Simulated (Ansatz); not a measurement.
# Elastic response of glassy Ga2O3 (175 atoms), part 2 of 2

How stiff is glassy Ga2O3 (175 atoms)?

Ansatz 0.2.0; Kohn-Sham DFT, PBE, PAW (set soft_1), plane waves.

The cell: 70 Ga and 105 O. The quench rate of 100 K/ps far exceeds what a furnace or splat quench reaches. The network of bonds at the start is that of the classical potential that made the cell. The Brillouin zone is sampled at Γ only.

So far. Step 2 (Single point at the start): The r.m.s. force at the start is 0.69 eV/Å. Step 3 (Cell and atoms relaxed): The relaxation converged after 18 steps, with a largest force component of 0.025 eV/Å.

## 4. Single point at the relaxed geometry

One more single point at the end of the walk gives the fuller output and checks the residual forces.

input.yaml reads:

```yaml
crystal:
  lattice:
    - [12.68914, 0.18977, 0.0219]
    - [0.18977, 12.47811, -0.02922]
    - [0.0219, -0.02922, 12.5051]
  atoms:
    - { symbol: Ga, position: [0.16365, 0.06664, 0.9759] }
    - { symbol: Ga, position: [0.89326, 0.01564, 0.254] }
    - { symbol: Ga, position: [0.3175, 0.48294, 0.18264] }
    - { symbol: Ga, position: [0.47042, 0.63442, 0.03935] }
    - { symbol: Ga, position: [0.23802, 0.24122, 0.14988] }
    - { symbol: Ga, position: [0.31154, 0.44082, 0.90336] }
    [... 163 atom lines left out ...]
    - { symbol: O, position: [0.85442, 0.68665, 0.68961] }
    - { symbol: O, position: [0.89577, 0.20813, 0.52459] }
    - { symbol: O, position: [0.76685, 0.01131, 0.32587] }
    - { symbol: O, position: [0.01577, 0.95011, 0.64313] }
    - { symbol: O, position: [0.48919, 0.73293, 0.91075] }
    - { symbol: O, position: [0.15368, 0.30784, 0.81437] }
kpoints:
  mp_grid: { grid: [1, 1, 1] }
hamiltonian:
  xc: pbe
  pseudopotentials: { kind: paw, azcp: { folder: soft_1 } }
scf:
  occupations: { method: fermi_dirac, width: 0.025 }
output:
  forces: true
  stress: true
  populations: true
  dos:
    method: { smearing: { sigma: 0.1 } }
    de: 0.1
    projected: { site_lists: { Ga: [Ga], O: [O] } }
  eigenvalues: true
  write_density: true
  write_potential: true
  volumetric_format: npy
  elf: true
```

Command:

```console
ansatz run input.yaml --threads 4 --pin off --max-ram 15872MiB --backend cpu --events-out ev --progress --plain --runs-dir out
```

Numbers of over 12 decimals in the logs are rounded to 6 here.

Log:

```text
[...]
Crystal: 175 atoms, lattice volume = 1979.546 Å³
Basis set: ecut = 420 eV, 38687 PW (Γ), exchange–correlation on 180×180×180 points (8 copies of the dense FFT grid, shifted against one another)
Bands: 945, of which v1, the nominal top of the filled ones, is band 770 counted from 1 (769 counted from 0)
Symmetry: 1 space group operations
[...]
k-points: 1
[...]
SCF iter   1: F=—  HF=-324471.828304 eV  |F-HF|=—  |Δ(HF+E_count)|=         —  Δρ=1.16e-1  dr2=1.31e2  ethr=3.10e-3  ⟨swp⟩=6.0  Hψ=3138  notcnv=0  defer=74
[...]
SCF iter  14: F=-324428.121617 eV  HF=-324428.121617 eV  |F-HF|=8.03e-9  |Δ(HF+E_count)|=   1.56e-7  Δρ=1.01e-6  dr2=2.14e-8  ethr=6.49e-12  ⟨swp⟩=15.0  Hψ=7340  notcnv=0
SCF 1 converged in 14 iterations: F = -324428.121617 eV  dr2 = 2.14e-8
[...]
SCF converged after 14 iterations
Free energy (F): -324428.121617 eV
[...]
Internal energy: -324428.121617 eV  (E = F + TS)
E sigma→0 (E₀):  -324428.121617 eV
Fermi energy:    8.224400 eV
[...]
--- Forces (eV/Å), atoms counted from 1 ---
  atom   1  Ga     0.00190395     0.00528611    -0.00110341
  atom   2  Ga    -0.00557364    -0.00440343    -0.00696146
  atom   3  Ga     0.00048843    -0.00153044     0.00620794
  atom   4  Ga     0.00961359    -0.00081724     0.00717172
  atom   5  Ga     0.00355501    -0.00267791     0.00079075
  atom   6  Ga     0.00109167    -0.00419376    -0.00582621
  atom   7  Ga    -0.00052508     0.00113041     0.00323241
  atom   8  Ga     0.00255302    -0.00062790    -0.00314122
  atom   9  Ga     0.00345623    -0.00052256     0.00798983
  atom  10  Ga    -0.00195019    -0.00625348     0.00464186
  atom  11  Ga     0.00534549    -0.00954274    -0.00085519
  atom  12  Ga    -0.00172458    -0.00537476    -0.00529634
  atom  13  Ga     0.00225139    -0.00095885    -0.00182670
  atom  14  Ga    -0.00430877    -0.00371325     0.00059648
[...]
atom 174  O     -0.00705432    -0.00000055    -0.00272907
  atom 175  O     -0.01142740     0.00278225    -0.00296063
  max |Σ_I F_I| component: 9.22e-6 eV/Å
--- Stress (GPa, compression-positive) ---
       -0.000460       0.010924       0.008799
        0.010924      -0.016256       0.001212
        0.008799       0.001212      -0.034749
  P = ⅓ Tr σ = -0.0172 GPa (-0.172 kbar)
--- Band table (eV) ---
[...]
--- Löwdin populations: 175 sites ---
  site symbol       q [e]
     0     Ga     11.9301
     1     Ga     11.9335
     2     Ga     11.9209
[...]
174      O      6.6691
  spilling = 0.002608 (of n_electrons = 1540.000000)
```

It took 2.8 min on 4 threads of Arm Neoverse V2, shared host; peak memory 4.3 GiB; 11 min of CPU time.

Read from the output:

```
free energy                                      : -324428.1216 eV
free energy per atom                             : -1853.8750 eV/atom
SCF cycles                                       : 14
pressure                                         : -0.01716 GPa
r.m.s. force component                           : 0.00503 eV/Å
longest force                                    : 0.03025 eV/Å
Fermi energy                                     : 8.224 eV
gap (highest filled to lowest empty level) : 1.239 eV
spilling of the projection                       : 0.002608
```

## 5. Volume -3 %

The relaxed cell is scaled evenly and the atoms are relaxed again; the stress at the end gives one point of P(V).

input.yaml, the sections that differ from step 4:

```yaml
crystal:
  lattice:
    - [12.56096, 0.18785, 0.02168]
    - [0.18785, 12.35206, -0.02892]
    - [0.02168, -0.02892, 12.37878]
  atoms:
    [... the 175 atom lines of step 4 ...]
output:
  forces: true
  eigenvalues: true
  stress: true
relax:
  f_tol: 0.05
  max_steps: 70
# kpoints, hamiltonian, scf: as in step 4
```

Log:

```text
Warning: output.stress: scf.convergence.dr2_threshold = 1e-7 eV (the SCF's general default) is looser than the 1.08e-8 eV advised for a printed stress (1e-10 eV for each atom of the cell: 175, of which 108 are counted). What an SCF threshold leaves in a stress goes as its square root, and in the free energy as the threshold itself, and one threshold admits the most on a small cell: [...]
[...]
Crystal: 175 atoms, lattice volume = 1920.161 Å³
Basis set: ecut = 420 eV, 37529 PW (Γ), exchange–correlation on 180×180×180 points (8 copies of the dense FFT grid, shifted against one another)
Bands: 945, of which v1, the nominal top of the filled ones, is band 770 counted from 1 (769 counted from 0)
Symmetry: 1 space group operations
[...]
k-points: 1
[...]
SCF iter   1: F=—  HF=-324472.148194 eV  |F-HF|=—  |Δ(HF+E_count)|=         —  Δρ=1.19e-1  dr2=1.36e2  ethr=3.10e-3  ⟨swp⟩=5.0  Hψ=2853  notcnv=0  defer=70
[...]
SCF iter  10: F=-324427.121017 eV  HF=-324427.121026 eV  |F-HF|=9.29e-6  |Δ(HF+E_count)|=   1.54e-5  Δρ=4.63e-5  dr2=3.65e-5  ethr=4.06e-9  ⟨swp⟩=11.0  Hψ=4873  notcnv=0
SCF 1 converged in 10 iterations: F = -324427.121017 eV  dr2 = 3.65e-5
[...]
relax step   1: F+E_penalty+E_count = -324427.12101717 eV  Δ(F+E_penalty+E_count) = +0.000e0 eV  max|allowed force component| = 2.832e-1 eV/Å  Δτ_max = 0.0000 Å  (10 SCF iters, dr2 threshold 6.25e-5 eV, accepted)
[...]
relax step   2: F+E_penalty+E_count = -324427.28892924 eV  Δ(F+E_penalty+E_count) = -1.679e-1 eV  max|allowed force component| = 1.903e-1 eV/Å  Δτ_max = 0.0318 Å  (7 SCF iters, dr2 threshold 5.01e-6 eV, accepted)
[...]
relax step   3: F+E_penalty+E_count = -324427.43238869 eV  Δ(F+E_penalty+E_count) = -1.435e-1 eV  max|allowed force component| = 9.728e-2 eV/Å  Δτ_max = 0.0429 Å  (10 SCF iters, accepted)
relax step   4: F+E_penalty+E_count = -324427.48633566 eV  Δ(F+E_penalty+E_count) = -5.395e-2 eV  max|allowed force component| = 2.061e-1 eV/Å  Δτ_max = 0.2000 Å  (11 SCF iters, accepted)
relax step   5: F+E_penalty+E_count = -324427.55254088 eV  Δ(F+E_penalty+E_count) = -6.621e-2 eV  max|allowed force component| = 8.145e-2 eV/Å  Δτ_max = 0.0940 Å  (8 SCF iters, dr2 threshold 1.11e-5 eV, accepted)
[...]
relax step   6: F+E_penalty+E_count = -324427.56837305 eV  Δ(F+E_penalty+E_count) = -1.583e-2 eV  max|allowed force component| = 3.639e-2 eV/Å  Δτ_max = 0.0483 Å  (9 SCF iters, accepted)
SCF converged after 9 iterations
Free energy (F): -324427.568373 eV
[...]
Internal energy: -324427.568373 eV  (E = F + TS)
E sigma→0 (E₀):  -324427.568373 eV
Fermi energy:    8.619526 eV
[...]
--- Forces (eV/Å), atoms counted from 1 ---
  atom   1  Ga    -0.00533821    -0.01104563    -0.00133714
  atom   2  Ga     0.00544005     0.00378879    -0.00192523
  atom   3  Ga    -0.01793184     0.02606720    -0.02087321
  atom   4  Ga    -0.01050710     0.00870147     0.01647925
  atom   5  Ga    -0.00892896    -0.00137918    -0.00772534
  atom   6  Ga     0.01332163    -0.00716063     0.00301711
  atom   7  Ga     0.00228298     0.00222914    -0.00400562
  atom   8  Ga    -0.00448733    -0.03412887    -0.01381962
  atom   9  Ga    -0.00832151    -0.00232049     0.00529828
  atom  10  Ga     0.00185386     0.00927434    -0.01927507
  atom  11  Ga    -0.00950256    -0.00086144    -0.00837324
  atom  12  Ga     0.02865361     0.00715385    -0.01820075
  atom  13  Ga     0.00002129     0.00109431    -0.00831521
  atom  14  Ga    -0.00367307     0.00554258     0.00956786
[...]
atom 174  O      0.01489093    -0.00041778    -0.00368900
  atom 175  O     -0.00580980    -0.00215903    -0.00923111
  max |Σ_I F_I| component: 9.66e-5 eV/Å
--- Stress (GPa, compression-positive) ---
        2.706558      -0.244166       0.229739
       -0.244166       3.182868      -0.085479
        0.229739      -0.085479       3.423354
  P = ⅓ Tr σ = 3.1043 GPa (31.043 kbar)
--- Band table (eV) ---
[...]
--- Relaxed structure (6 steps of the walk, 6 accepted, 0 SCFs on fresh bases) ---
  F+E_penalty+E_count = -324427.56837305 eV   max|allowed force component| = 3.639e-2 eV/Å
  atoms:
    - { symbol: Ga, position: [0.161690, 0.065781, 0.975051] }
    - { symbol: Ga, position: [0.895352, 0.016518, 0.259456] }
    - { symbol: Ga, position: [0.314647, 0.483228, 0.181911] }
    - { symbol: Ga, position: [0.472022, 0.634729, 0.038539] }
[...]
- { symbol: O, position: [0.154799, 0.307160, 0.817256] }
```

Elapsed: 11 min, on 4 threads; peak memory 4.2 GiB; 42 min of CPU time.

The program notes that the SCF threshold is loose for the stress.

The relaxation converged after 6 steps, 0.447 eV below its start, with a largest force component of 0.036 eV/Å.

Volume -3 %: the energy stands 0.553 eV above that of the reference, at a pressure of 3.10 GPa.

## 6. Volume +3 %

The relaxed cell is scaled to another volume.

Input and log are left out; they have the form of those shown for this kind of step.

Run time: 16 min. Hardware: 4 threads of Arm Neoverse V2, shared host; peak memory 4.4 GiB; 62 min of CPU time.

The relaxation converged after 9 steps, 0.436 eV below its start, with a largest force component of 0.034 eV/Å.

Volume +3 %: the energy stands 0.477 eV above that of the reference, at a pressure of -2.43 GPa.

## 7. Volume -6 %

The relaxed cell is scaled to another volume.

Input and log are left out; they have the form of those shown for this kind of step.

Elapsed: 19 min, on 4 threads of Arm Neoverse V2, shared host; peak memory 4.1 GiB.

The relaxation converged after 12 steps, 2.12 eV below its start, with a largest force component of 0.034 eV/Å.

Volume -6 %: the energy stands 2.13 eV above that of the reference, at a pressure of 6.61 GPa.

## 8. Volume +6 %

The relaxed cell is scaled to another volume.

Input and log are left out; they have the form of those shown for this kind of step.

Wall time 17 min (4 threads of Arm Neoverse V2, shared host); peak memory 4.5 GiB.

The relaxation was stopped at its limit after 9 steps, 1.76 eV below its start, with a largest force component of 0.10 eV/Å.

Volume +6 %: the energy stands 1.67 eV above that of the reference.

## 9. Volume -10 %

The relaxed cell is scaled to another volume.

Input and log are left out; they have the form of those shown for this kind of step.

Run time: 8.4 min. Hardware: 4 threads of Arm Neoverse V2, shared host; peak memory 3.9 GiB.

The relaxation was stopped at its limit after 5 steps, 5.49 eV below its start, with a largest force component of 0.12 eV/Å.

Volume -10 %: the energy stands 7.32 eV above that of the reference.

## 10. Pressure against volume

Atoms are relaxed at each volume, in the scaled cell.

```csv
volume change (%),volume (Å³/atom),energy change (meV/atom),pressure (GPa),largest move on relaxing (Å),bonds,gap (eV)
-6,10.633,12.17,6.61,0.79,367,1.66
-3,10.972,3.16,3.10,0.22,357,1.56
+0,11.312,0.00,-0.02,-,354,1.24
+3,11.651,2.73,-2.43,0.38,339,1.08
```

## 11. Findings

The bulk modulus, from the slope of pressure against ln V over the three points nearest the relaxed volume, is 92.2 GPa; a quadratic over all points gives a pressure derivative of about 5.4. The count of bonds runs from 339 to 367 over the series, so at some points contacts cross the cutoffs. At -6 % some atom moved by over 0.5 Å on relaxing, so that point may sit in another local minimum. The gap goes from 1.66 eV at the smallest volume to 1.08 eV at the largest, -6.7 eV per unit of ln V by a straight line, on the run's k-points.

**Limits.** Strains are finite and relaxations stop at the force tolerance of the input, which can leave moduli too stiff; they are those of a static cell at zero temperature. Volumes are changed with the cell's shape held, so in an anisotropic solid the modulus lies over the one under free hydrostatic load. The program notes that the SCF threshold of the relaxations is loose for the stress.

The DFT runs together took 1.8 h of wall time.

[Logs are printed without paths, hosts, clocks, repeated set-up lines and the standing remarks that a program may print on its own settings, such as how far it seeks lower states.]

[Hosts, paths, dates, database ids (printed as entryN), source tags and the programs' standing remarks are cut or masked in the printed files.]
